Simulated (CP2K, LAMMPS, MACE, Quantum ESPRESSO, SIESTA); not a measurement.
# Relaxing amorphous Si0.7Ge0.3 (120 atoms) with cheaper methods

MACE MPA-0 medium, CP2K double zeta and SIESTA DZP each relax the atoms of amorphous Si0.7Ge0.3 (120 atoms) from one start, in the fixed cell. Which end lies lowest at the plane-wave level, and do they reach the same structure?

All numbers are calculated, not measured.

### Step 1. Set-up

The cell holds 120 atoms (84 Si and 36 Ge), with edges of 13.77, 13.77 and 13.77 Å. Recipe: 120 atoms (84 Si, 36 Ge) placed at random at 3.16 g/cm³, melted at 3500 K for 10 ps at fixed volume with the Tersoff potential (Tersoff, Phys. Rev. B 39, 5566 (1989)). Quenched from 3500 K to 700 K at 30 K/ps and fixed volume, held 5 ps, then minimised at fixed cell.

### Step 2. The judge

Quantum ESPRESSO 7.5: Kohn-Sham DFT, PBE, SSSP efficiency 1.3.0 pseudopotentials, plane waves. Its input for the start:

```
&control
  calculation = 'scf'
  pseudo_dir = './pseudo'
  outdir = './tmp'
  disk_io = 'none'
  tprnfor = .true.
  tstress = .true.
/
&system
  ibrav = 0
  nat = 120
  ntyp = 2
  ecutwfc = 45
  ecutrho = 360
  nosym = .true.
  occupations = 'smearing'
  smearing = 'fd'
  degauss = 0.003675
/
&electrons
  conv_thr = 6.0e-07
  electron_maxstep = 100
  mixing_beta = 0.2
  mixing_mode = 'local-TF'
  diagonalization = 'david'
/
ATOMIC_SPECIES
Si 28.085 Si.upf
Ge 72.630 Ge.upf
CELL_PARAMETERS angstrom
13.77040 0.00000 0.00000
0.00000 13.77040 0.00000
0.00000 0.00000 13.77040
ATOMIC_POSITIONS crystal
Si 0.17308 0.59968 0.09590
Si 0.54559 0.96495 0.18248
Si 0.87352 0.81375 0.41860
[... 115 atom lines left out ...]
Ge 0.01321 0.62274 0.16678
Ge 0.03963 0.97492 0.66530
K_POINTS gamma
```

It took 12 min on 4 MPI ranks of Arm Neoverse V2, shared host; peak memory 9.1 GiB.

At the start it finds an r.m.s. force component of 0.23 eV/Å and a pressure of -0.93 GPa. The same input is run at the end of each relaxation.

### Step 3. The relaxations

The DFT methods use the judge's functional, PBE. 

Times are CPU times on a shared host and are rough.

```
           method                      basis or training data  geometry steps  reached its threshold  own energy change (meV/atom)  r.m.s. move (Å)  largest move (Å)  CPU time
MACE MPA-0 medium          trained on PBE(+U) plane-wave data              59                    yes                         -13.0             0.23              0.64   2.3 min
 CP2K double zeta  DZVP-MOLOPT-SR, GTH-PBE potentials, 280 Ry              68                    yes                         -50.4             0.46              1.79     3.6 h
       SIESTA DZP    DZP orbitals, shift 0.01 Ry, mesh 250 Ry              19                     no                         -28.0             0.20              0.57         -
```

### Step 4. The ends, solved with plane waves

```
                geometry  energy less the start's (meV/atom)  r.m.s. force (eV/Å)  longest force (eV/Å)  pressure (GPa)
                   start                                 0.0                0.235                  0.97           -0.93
end of MACE MPA-0 medium                               -19.5                0.150                  0.67           -0.90
 end of CP2K double zeta                               -48.2                0.033                  0.12           -0.70
       end of SIESTA DZP                               -21.6                0.101                  0.40           -1.13
```

### Step 5. Do they end in the same place?

Distances between the ends, with any common shift taken off:

```csv
ends,r.m.s. (Å),largest (Å)
MACE MPA-0 medium and CP2K double zeta,0.359,1.71
MACE MPA-0 medium and SIESTA DZP,0.165,0.57
CP2K double zeta and SIESTA DZP,0.369,1.46
```

Bonds, counted by one set of cutoffs taken from the start, with their mean length:

```
         geometry  Si-Si (under 2.77 Å)  Si-Ge (under 2.88 Å)  Ge-Ge (under 2.98 Å)
            start         121 at 2.41 Å         103 at 2.46 Å          22 at 2.54 Å
MACE MPA-0 medium         119 at 2.40 Å         103 at 2.47 Å          22 at 2.56 Å
 CP2K double zeta         117 at 2.38 Å         104 at 2.47 Å          22 at 2.56 Å
       SIESTA DZP         120 at 2.39 Å         101 at 2.47 Å          22 at 2.60 Å
```

### Step 6. Outcome

By plane waves the end of CP2K double zeta lies lowest, 48.2 meV/atom under the start; SIESTA DZP ends 26.7 meV/atom higher and MACE MPA-0 medium ends 28.7 meV/atom higher. The plane-wave r.m.s. force is smallest after CP2K double zeta (0.033 eV/Å) and largest after MACE MPA-0 medium (0.15 eV/Å), against 0.23 eV/Å at the start. SIESTA DZP stopped short of its threshold, so that end isn't a minimum even at its own level.

Own against plane-wave energy change: MACE MPA-0 medium -13.0 against -19.5, CP2K double zeta -50.4 against -48.2 and SIESTA DZP -28.0 against -21.6 meV/atom. The ends of MACE MPA-0 medium and CP2K double zeta differ by up to 1.71 Å for one atom, so they aren't one minimum, and their energies differ by path as well as by method. Bonds formed and lost against the start: MACE MPA-0 medium 4 and 6, CP2K double zeta 8 and 11 and SIESTA DZP 1 and 4, of 246. The pressure at the ends spans -1.1 to -0.7 GPa, from -0.9 GPa at the start.

**Limits.** Plane waves didn't relax the cell themselves, so each end could still go down at that level. The methods had unlike step limits and thresholds. The quench rate of 30 K/ps is many orders above laboratory rates, so the cell is likely richer in defects and strain than a real sample. The reference samples only Γ, in a cell whose shortest periodic width is 14 Å. The plane-wave runs aren't exact: their cutoffs and mesh weren't converged further here. SIESTA's automatically made basis is far from complete, and its potentials were converted by us (checked for H, C, O, Si, Ge and Ca alone). Spin–orbit coupling is left out. Where levels are smeared, the DFT runs use Fermi–Dirac occupations at 580 K (0.05 eV), and energies are free energies.

[Logs are printed without paths, hosts, clocks, repeated set-up lines and the standing remarks that a program may print on its own settings, such as how far it seeks lower states.]

[Hosts, paths, dates, database ids (printed as entryN), source tags and the programs' standing remarks are cut or masked in the printed files.]
